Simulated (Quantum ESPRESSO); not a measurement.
# Rh(100), 5 layers: parallel layout and speed, part 2 of 3

Which layout of ranks, pools and threads suits Rh(100), 5 layers? The physics should not care; the clock does.

Quantum ESPRESSO 7.5; plane-wave DFT, PBE, SSSP efficiency pseudopotentials.

So far. Step 2 (Ground state: 4 ranks, 4 pools, 1 thread a rank): Inside the slab this potential holds the local part of the pseudopotentials, which can be repulsive at the nuclei; only its value in the vacuum has a meaning of its own. Step 3 (SCF with pw.x: 4 ranks, 2 pools, 1 thread a rank): Counted from each run's own zero (the Fermi level), the vacuum level differs from the first run's by -3 meV.

## 4. Self-consistent run: 4 ranks, 1 pool, 1 thread a rank

Contents of c2.in:

```
&control
  prefix = 'c2'
  outdir = './out'
  pseudo_dir = './pseudo'
  calculation = 'scf'
  tprnfor = .true.
/
&system
  ibrav = 0
  nat = 5
  ntyp = 1
  ecutwfc = 45
  ecutrho = 360
  occupations = 'smearing'
  smearing = 'mv'
  degauss = 0.02
  assume_isolated = 'esm'
  esm_bc = 'bc1'
/
&electrons
  conv_thr = 1e-07
  mixing_beta = 0.4
  electron_maxstep = 120
  mixing_mode = 'local-TF'
/
ATOMIC_SPECIES
  Rh  102.9055  Rh_ONCV_PBE-1.0.oncvpsp.upf
CELL_PARAMETERS angstrom
  2.68700576850888 0.00000000000000 0.00000000000000
  0.00000000000000 2.68700576850888 0.00000000000000
  0.00000000000000 0.00000000000000 23.60000000000000
ATOMIC_POSITIONS crystal
  Rh  0.000000000000 0.000000000000 -0.161016949153
  Rh  0.500000000000 0.500000000000 -0.080508474576
  Rh  0.000000000000 0.000000000000 0.000000000000
  Rh  0.500000000000 0.500000000000 0.080508474576
  Rh  0.000000000000 0.000000000000 0.161016949153
K_POINTS automatic
  10 10 1 0 0 0
```

Started as:

```
$ OMP_NUM_THREADS=1 mpirun -n 4 pw.x -nk 1 -in c2.in > c2.out
```

The log of the run:

```text
[banner, memory and clock lines left out]
Program PWSCF v.7.5 starts
[...]
Message from routine setup:
[...]
Message from routine setup:
[...]
number of electrons       =        85.00
     number of Kohn-Sham states=           52
     kinetic-energy cutoff     =      45.0000  Ry
     charge density cutoff     =     360.0000  Ry
[...]
number of k points=    21  Marzari-Vanderbilt smearing, width (Ry)=  0.0200
[...]
Dense  grid:   132865 G-vectors     FFT dimensions: (  32,  32, 270)
[...]
negative rho (up, down):  8.628E-07 0.000E+00
     Starting wfcs are   50 randomized atomic wfcs +    2 random wfcs
[...]
estimated scf accuracy    <       0.92283680 Ry
[...]
estimated scf accuracy    <       0.30079030 Ry
[...]
estimated scf accuracy    <       0.34502146 Ry
[...]
estimated scf accuracy    <       0.08021538 Ry
[...]
estimated scf accuracy    <       0.02158607 Ry
[...]
estimated scf accuracy    <       0.01455013 Ry
[...]
estimated scf accuracy    <       0.00940236 Ry
[...]
negative rho (up, down):  9.006E-05 0.000E+00
[...]
estimated scf accuracy    <       0.00593622 Ry
[...]
negative rho (up, down):  1.135E-03 0.000E+00
[...]
estimated scf accuracy    <       0.00362198 Ry
[...]
negative rho (up, down):  2.273E-03 0.000E+00
[...]
estimated scf accuracy    <       0.00245381 Ry
[...]
negative rho (up, down):  4.142E-03 0.000E+00
[...]
estimated scf accuracy    <       0.00414187 Ry
[...]
negative rho (up, down):  3.582E-03 0.000E+00
[...]
estimated scf accuracy    <       0.00127911 Ry
[...]
negative rho (up, down):  2.042E-03 0.000E+00
[...]
estimated scf accuracy    <       0.00025620 Ry
[...]
negative rho (up, down):  9.535E-04 0.000E+00
[...]
estimated scf accuracy    <       0.00003288 Ry
[...]
negative rho (up, down):  4.892E-04 0.000E+00
[...]
estimated scf accuracy    <       0.00000800 Ry
[...]
negative rho (up, down):  9.987E-07 0.000E+00
[...]
estimated scf accuracy    <       0.00000283 Ry
[...]
negative rho (up, down):  3.731E-06 0.000E+00
[...]
estimated scf accuracy    <       0.00000106 Ry
[...]
the Fermi energy is    -5.0887 ev
!    total energy              =   -1084.47013810 Ry
     estimated scf accuracy    <       0.00000007 Ry
     smearing contrib. (-TS)   =       0.00199992 Ry
     internal energy E=F+TS    =   -1084.47213802 Ry
[...]
one-electron contribution =   20595.40857776 Ry
     hartree contribution      =  -10326.78312506 Ry
     xc contribution           =    -109.64133414 Ry
     ewald contribution        =  -11243.45625659 Ry
     convergence has been achieved in  18 iterations
[...]
Total force =     0.041900     Total SCF correction =     0.002457
[...]
```

Elapsed: 58 s, on 4 MPI ranks of Intel Xeon Platinum 8488C (Sapphire Rapids), shared host; peak memory 0.38 GiB.

The program's own clock; routines nest. Time by routine:

```
     routine  wall time (s)   calls
       PWSCF           57.5       1
   electrons          55.69       1
     c_bands          49.58      18
     cegterg          48.36     378
       h_psi          29.31    3990
        fftw          26.12  132284
    vloc_psi          24.62    3990
     cdiaghg           9.63    3969
    sum_band           4.65      18
      calbec           2.65    4074
h_psi:calbec           2.52    3990
  add_vuspsi           1.97    3990
    init_run           1.48       1
     mix_rho           0.96      18
```

Counted from each run's own zero (the Fermi level), the vacuum level differs from the first run's by -4 meV.

## 5. Self-consistent run: 2 ranks, 2 pools, 2 threads a rank

c3.in, as its differences from the input of step 4:

```diff
@@ -1,3 +1,3 @@
 &control
-  prefix = 'c2'
+  prefix = 'c3'
   outdir = './out'
```

Started as:

```
$ OMP_NUM_THREADS=2 mpirun -n 2 pw.x -nk 2 -in c3.in > c3.out
```

The log of the run:

```text
[banner, memory and clock lines left out]
Program PWSCF v.7.5 starts
[...]
Message from routine setup:
[...]
Message from routine setup:
[...]
number of electrons       =        85.00
     number of Kohn-Sham states=           52
     kinetic-energy cutoff     =      45.0000  Ry
     charge density cutoff     =     360.0000  Ry
[...]
number of k points=    21  Marzari-Vanderbilt smearing, width (Ry)=  0.0200
[...]
Dense  grid:   132865 G-vectors     FFT dimensions: (  32,  32, 270)
[...]
negative rho (up, down):  8.628E-07 0.000E+00
     Starting wfcs are   50 randomized atomic wfcs +    2 random wfcs
[...]
estimated scf accuracy    <       0.92279948 Ry
[...]
estimated scf accuracy    <       0.29529537 Ry
[...]
estimated scf accuracy    <       0.33986578 Ry
[...]
estimated scf accuracy    <       0.08128299 Ry
[...]
estimated scf accuracy    <       0.02230455 Ry
[...]
estimated scf accuracy    <       0.01449681 Ry
[...]
estimated scf accuracy    <       0.00950370 Ry
[...]
estimated scf accuracy    <       0.00777288 Ry
[...]
negative rho (up, down):  4.508E-03 0.000E+00
[...]
estimated scf accuracy    <       0.00386515 Ry
[...]
negative rho (up, down):  2.235E-03 0.000E+00
[...]
estimated scf accuracy    <       0.00714243 Ry
[...]
negative rho (up, down):  5.781E-03 0.000E+00
[...]
estimated scf accuracy    <       0.00445733 Ry
[...]
negative rho (up, down):  1.779E-03 0.000E+00
[...]
estimated scf accuracy    <       0.00310734 Ry
[...]
negative rho (up, down):  1.460E-03 0.000E+00
[...]
estimated scf accuracy    <       0.00040850 Ry
[...]
negative rho (up, down):  1.586E-03 0.000E+00
[...]
estimated scf accuracy    <       0.00014993 Ry
[...]
negative rho (up, down):  7.860E-04 0.000E+00
[...]
estimated scf accuracy    <       0.00006267 Ry
[...]
negative rho (up, down):  1.925E-05 0.000E+00
[...]
estimated scf accuracy    <       0.00003564 Ry
[...]
negative rho (up, down):  3.172E-05 0.000E+00
[...]
estimated scf accuracy    <       0.00000267 Ry
[...]
negative rho (up, down):  4.023E-06 0.000E+00
[...]
estimated scf accuracy    <       0.00000145 Ry
[...]
the Fermi energy is    -5.0901 ev
!    total energy              =   -1084.47013810 Ry
     estimated scf accuracy    <       0.00000007 Ry
     smearing contrib. (-TS)   =       0.00199963 Ry
     internal energy E=F+TS    =   -1084.47213773 Ry
[...]
one-electron contribution =   20595.36850810 Ry
     hartree contribution      =  -10326.74199516 Ry
     xc contribution           =    -109.64239408 Ry
     ewald contribution        =  -11243.45625659 Ry
     convergence has been achieved in  19 iterations
[...]
Total force =     0.041743     Total SCF correction =     0.000876
[...]
```

Run time: 2.8 min. Hardware: 2 MPI ranks; peak memory 0.38 GiB.

Numbers from this step:

| Property | Result |
| --- | --- |
| Fermi energy | -5.090 eV |
| vacuum line at the lower end of the cell, over the Fermi level | 5.090 eV |
| vacuum line at the upper end of the cell, over the Fermi level | 5.090 eV |

The program's own clock; routines nest. Time by routine:

```csv
routine,wall time (s),calls
PWSCF,164.8,1
electrons,159.5,1
c_bands,137.1,19
cegterg,126.1,209
fftw,110.8,74478
h_psi,109.6,2213
vloc_psi,103.3,2213
sum_band,18.32,19
cdiaghg,5.9,2202
init_run,4.63,1
calbec,3.5,2257
h_psi:calbec,3.33,2213
add_vuspsi,2.7,2213
wfcinit,2.65,1
```

Counted from each run's own zero (the Fermi level), the vacuum level differs from the first run's by -3 meV.

## 6. Ground state: 2 ranks, 1 pool, 2 threads a rank

c4.in, as its differences from the input of step 5:

```diff
@@ -1,3 +1,3 @@
 &control
-  prefix = 'c3'
+  prefix = 'c4'
   outdir = './out'
```

Started as:

```
$ OMP_NUM_THREADS=2 mpirun -n 2 pw.x -nk 1 -in c4.in > c4.out
```

The log of the run:

```text
[banner, memory and clock lines left out]
Program PWSCF v.7.5 starts
[...]
Message from routine setup:
[...]
Message from routine setup:
[...]
number of electrons       =        85.00
     number of Kohn-Sham states=           52
     kinetic-energy cutoff     =      45.0000  Ry
     charge density cutoff     =     360.0000  Ry
[...]
number of k points=    21  Marzari-Vanderbilt smearing, width (Ry)=  0.0200
[...]
Dense  grid:   132865 G-vectors     FFT dimensions: (  32,  32, 270)
[...]
negative rho (up, down):  8.628E-07 0.000E+00
     Starting wfcs are   50 randomized atomic wfcs +    2 random wfcs
[...]
estimated scf accuracy    <       0.92282879 Ry
[...]
estimated scf accuracy    <       0.29989677 Ry
[...]
estimated scf accuracy    <       0.34485909 Ry
[...]
estimated scf accuracy    <       0.07917649 Ry
[...]
estimated scf accuracy    <       0.02173535 Ry
[...]
estimated scf accuracy    <       0.01476519 Ry
[...]
estimated scf accuracy    <       0.00936591 Ry
[...]
negative rho (up, down):  4.104E-05 0.000E+00
[...]
estimated scf accuracy    <       0.00592420 Ry
[...]
negative rho (up, down):  1.102E-03 0.000E+00
[...]
estimated scf accuracy    <       0.00346198 Ry
[...]
negative rho (up, down):  1.571E-03 0.000E+00
[...]
estimated scf accuracy    <       0.00267741 Ry
[...]
negative rho (up, down):  4.708E-03 0.000E+00
[...]
estimated scf accuracy    <       0.00318994 Ry
[...]
negative rho (up, down):  3.664E-03 0.000E+00
[...]
estimated scf accuracy    <       0.00127384 Ry
[...]
negative rho (up, down):  2.149E-03 0.000E+00
[...]
estimated scf accuracy    <       0.00029494 Ry
[...]
negative rho (up, down):  7.631E-04 0.000E+00
[...]
estimated scf accuracy    <       0.00005650 Ry
[...]
negative rho (up, down):  3.408E-04 0.000E+00
[...]
estimated scf accuracy    <       0.00002509 Ry
[...]
negative rho (up, down):  6.031E-05 0.000E+00
[...]
estimated scf accuracy    <       0.00000358 Ry
[...]
negative rho (up, down):  1.424E-06 0.000E+00
[...]
estimated scf accuracy    <       0.00000593 Ry
[...]
estimated scf accuracy    <       0.00000042 Ry
[...]
the Fermi energy is    -5.0890 ev
!    total energy              =   -1084.47013822 Ry
     estimated scf accuracy    <          9.2E-09 Ry
     smearing contrib. (-TS)   =       0.00199958 Ry
     internal energy E=F+TS    =   -1084.47213780 Ry
[...]
one-electron contribution =   20595.37478018 Ry
     hartree contribution      =  -10326.74897605 Ry
     xc contribution           =    -109.64168534 Ry
     ewald contribution        =  -11243.45625659 Ry
     convergence has been achieved in  19 iterations
[...]
Total force =     0.041779     Total SCF correction =     0.000739
[...]
```

Run time: 84 s. Hardware: 2 MPI ranks; peak memory 0.29 GiB; 3.9 min of CPU time.

This step gave:

```
Fermi energy                                                   : -5.089 eV
vacuum line at the lower end of the cell, over the Fermi level : 5.089 eV
vacuum line at the upper end of the cell, over the Fermi level : 5.089 eV
```

The program's own clock; routines nest. Time by routine:

| routine | wall time (s) | calls |
| --- | --- | --- |
| PWSCF | 83.18 | 1 |
| electrons | 80.48 | 1 |
| c_bands | 70.12 | 19 |
| cegterg | 67.56 | 399 |
| h_psi | 44.58 | 4193 |
| vloc_psi | 38.63 | 4193 |
| fftw | 38.12 | 141724 |
| cdiaghg | 11.26 | 4172 |
| sum_band | 7.79 | 19 |
| calbec | 3.43 | 4277 |
| h_psi:calbec | 3.23 | 4193 |
| add_vuspsi | 2.44 | 4193 |
| init_run | 2.16 | 1 |
| mix_rho | 1.59 | 19 |

Counted from each run's own zero (the Fermi level), the vacuum level differs from the first run's by -4 meV.

## 7. Self-consistent run: 1 rank, 1 pool, 4 threads a rank

c5.in, as its differences from the input of step 6:

```diff
@@ -1,3 +1,3 @@
 &control
-  prefix = 'c4'
+  prefix = 'c5'
   outdir = './out'
```

Started as:

```
$ OMP_NUM_THREADS=4 pw.x -nk 1 -in c5.in > c5.out
```

The log of the run:

```text
[banner, memory and clock lines left out]
Program PWSCF v.7.5 starts
[...]
Message from routine setup:
[...]
Message from routine setup:
[...]
number of electrons       =        85.00
     number of Kohn-Sham states=           52
     kinetic-energy cutoff     =      45.0000  Ry
     charge density cutoff     =     360.0000  Ry
[...]
number of k points=    21  Marzari-Vanderbilt smearing, width (Ry)=  0.0200
[...]
Dense  grid:   132865 G-vectors     FFT dimensions: (  32,  32, 270)
[...]
negative rho (up, down):  8.628E-07 0.000E+00
     Starting wfcs are   50 randomized atomic wfcs +    2 random wfcs
[...]
estimated scf accuracy    <       0.92216318 Ry
[...]
estimated scf accuracy    <       0.29486270 Ry
[...]
estimated scf accuracy    <       0.34598748 Ry
[...]
estimated scf accuracy    <       0.07910405 Ry
[...]
estimated scf accuracy    <       0.02159558 Ry
[...]
estimated scf accuracy    <       0.01466376 Ry
[...]
estimated scf accuracy    <       0.00930158 Ry
[...]
negative rho (up, down):  5.169E-04 0.000E+00
[...]
estimated scf accuracy    <       0.00584199 Ry
[...]
negative rho (up, down):  3.676E-04 0.000E+00
[...]
estimated scf accuracy    <       0.00413490 Ry
[...]
negative rho (up, down):  4.260E-03 0.000E+00
[...]
estimated scf accuracy    <       0.00202964 Ry
[...]
negative rho (up, down):  5.343E-03 0.000E+00
[...]
estimated scf accuracy    <       0.00639471 Ry
[...]
negative rho (up, down):  4.205E-03 0.000E+00
[...]
estimated scf accuracy    <       0.00293222 Ry
[...]
negative rho (up, down):  1.489E-03 0.000E+00
[...]
estimated scf accuracy    <       0.00039394 Ry
[...]
negative rho (up, down):  6.810E-04 0.000E+00
[...]
estimated scf accuracy    <       0.00015488 Ry
[...]
negative rho (up, down):  6.150E-04 0.000E+00
[...]
estimated scf accuracy    <       0.00006620 Ry
[...]
negative rho (up, down):  7.555E-06 0.000E+00
[...]
estimated scf accuracy    <       0.00001174 Ry
[...]
negative rho (up, down):  1.093E-05 0.000E+00
[...]
estimated scf accuracy    <       0.00001941 Ry
[...]
negative rho (up, down):  4.640E-06 0.000E+00
[...]
estimated scf accuracy    <       0.00000065 Ry
[...]
negative rho (up, down):  5.394E-06 0.000E+00
[...]
estimated scf accuracy    <       0.00000083 Ry
[...]
negative rho (up, down):  6.545E-06 0.000E+00
[...]
estimated scf accuracy    <       0.00000020 Ry
[...]
the Fermi energy is    -5.0908 ev
!    total energy              =   -1084.47013826 Ry
     estimated scf accuracy    <       0.00000002 Ry
     smearing contrib. (-TS)   =       0.00199964 Ry
     internal energy E=F+TS    =   -1084.47213790 Ry
[...]
one-electron contribution =   20595.38962912 Ry
     hartree contribution      =  -10326.76404394 Ry
     xc contribution           =    -109.64146649 Ry
     ewald contribution        =  -11243.45625659 Ry
     convergence has been achieved in  21 iterations
[...]
Total force =     0.042137     Total SCF correction =     0.000973
[...]
```

The job ended after 5.7 min (1 MPI rank; peak memory 0.23 GiB).

Read from the output:

```
Fermi energy                                                   : -5.091 eV
vacuum line at the lower end of the cell, over the Fermi level : 5.091 eV
vacuum line at the upper end of the cell, over the Fermi level : 5.091 eV
```

The program's own clock; routines nest. Time by routine:

| routine | wall time (s) | calls |
| --- | --- | --- |
| PWSCF | 341.3 | 1 |
| electrons | 332.5 | 1 |
| c_bands | 285.1 | 21 |
| cegterg | 279.4 | 441 |
| fftw | 269.3 | 157778 |
| h_psi | 256.4 | 4240 |
| vloc_psi | 248.7 | 4240 |
| sum_band | 43.7 | 21 |
| cdiaghg | 11.31 | 4219 |
| init_run | 8.04 | 1 |
| wfcinit | 5.88 | 1 |
| calbec | 4.4 | 4324 |
| h_psi:calbec | 4.18 | 4240 |
| add_vuspsi | 3.15 | 4240 |

Counted from each run's own zero (the Fermi level), the vacuum level differs from the first run's by -2 meV.

## 8. Ground state: 2 ranks, 2 pools, 1 thread a rank

c6.in, as its differences from the input of step 7:

```diff
@@ -1,3 +1,3 @@
 &control
-  prefix = 'c5'
+  prefix = 'c6'
   outdir = './out'
```

Started as:

```
$ OMP_NUM_THREADS=1 mpirun -n 2 pw.x -nk 2 -in c6.in > c6.out
```

The log of the run:

```text
[banner, memory and clock lines left out]
Program PWSCF v.7.5 starts
[...]
Message from routine setup:
[...]
Message from routine setup:
[...]
number of electrons       =        85.00
     number of Kohn-Sham states=           52
     kinetic-energy cutoff     =      45.0000  Ry
     charge density cutoff     =     360.0000  Ry
[...]
number of k points=    21  Marzari-Vanderbilt smearing, width (Ry)=  0.0200
[...]
Dense  grid:   132865 G-vectors     FFT dimensions: (  32,  32, 270)
[...]
negative rho (up, down):  8.628E-07 0.000E+00
     Starting wfcs are   50 randomized atomic wfcs +    2 random wfcs
[...]
estimated scf accuracy    <       0.92279948 Ry
[...]
estimated scf accuracy    <       0.29438002 Ry
[...]
estimated scf accuracy    <       0.34021828 Ry
[...]
estimated scf accuracy    <       0.08124494 Ry
[...]
estimated scf accuracy    <       0.02222011 Ry
[...]
estimated scf accuracy    <       0.01443557 Ry
[...]
estimated scf accuracy    <       0.00934896 Ry
[...]
estimated scf accuracy    <       0.00767445 Ry
[...]
negative rho (up, down):  4.616E-03 0.000E+00
[...]
estimated scf accuracy    <       0.00390627 Ry
[...]
negative rho (up, down):  2.329E-03 0.000E+00
[...]
estimated scf accuracy    <       0.00710641 Ry
[...]
negative rho (up, down):  5.583E-03 0.000E+00
[...]
estimated scf accuracy    <       0.00431673 Ry
[...]
negative rho (up, down):  2.241E-03 0.000E+00
[...]
estimated scf accuracy    <       0.00278295 Ry
[...]
negative rho (up, down):  1.571E-03 0.000E+00
[...]
estimated scf accuracy    <       0.00045717 Ry
[...]
negative rho (up, down):  1.594E-03 0.000E+00
[...]
estimated scf accuracy    <       0.00010367 Ry
[...]
negative rho (up, down):  1.008E-03 0.000E+00
[...]
estimated scf accuracy    <       0.00004253 Ry
[...]
negative rho (up, down):  8.218E-07 0.000E+00
[...]
estimated scf accuracy    <       0.00001388 Ry
[...]
negative rho (up, down):  2.345E-05 0.000E+00
[...]
estimated scf accuracy    <       0.00000321 Ry
[...]
negative rho (up, down):  1.381E-05 0.000E+00
[...]
estimated scf accuracy    <       0.00000013 Ry
[...]
the Fermi energy is    -5.0897 ev
!    total energy              =   -1084.47013824 Ry
     estimated scf accuracy    <       0.00000007 Ry
     smearing contrib. (-TS)   =       0.00199976 Ry
     internal energy E=F+TS    =   -1084.47213799 Ry
[...]
one-electron contribution =   20595.37936971 Ry
     hartree contribution      =  -10326.75386160 Ry
     xc contribution           =    -109.64138951 Ry
     ewald contribution        =  -11243.45625659 Ry
     convergence has been achieved in  19 iterations
[...]
Total force =     0.042016     Total SCF correction =     0.002661
[...]
```

Elapsed: 1.7 min, on 2 MPI ranks; peak memory 0.36 GiB; 3.5 min of CPU time.

Read from the output:

| Property | Result |
| --- | --- |
| Fermi energy | -5.090 eV |
| vacuum line at the lower end of the cell, over the Fermi level | 5.090 eV |
| vacuum line at the upper end of the cell, over the Fermi level | 5.090 eV |

The program's own clock; routines nest. Time by routine:

```
     routine  wall time (s)  calls
       PWSCF          104.1      1
   electrons          100.5      1
     c_bands          87.81     19
     cegterg          78.67    209
       h_psi          53.19   2168
    vloc_psi          42.71   2168
        fftw          41.25  76442
    sum_band           7.24     19
      calbec           5.59   2212
h_psi:calbec           5.31   2168
     cdiaghg           5.19   2157
  add_vuspsi           4.71   2168
     mix_rho           3.45     19
    init_run           3.08      1
```

Counted from each run's own zero (the Fermi level), the vacuum level differs from the first run's by -3 meV.

(Part 2 of 3 ends here.)

[Logs are printed without paths, hosts, clocks, repeated set-up lines and the standing remarks that a program may print on its own settings, such as how far it seeks lower states.]

[Hosts, paths, dates, database ids (printed as entryN), source tags and the programs' standing remarks are cut or masked in the printed files.]

[Maps of the electrostatic potential energy from Ansatz leave out the sawtooth potential of an applied field or a dipole correction, so their vacuum need not be flat; planar profiles and work functions include it.]
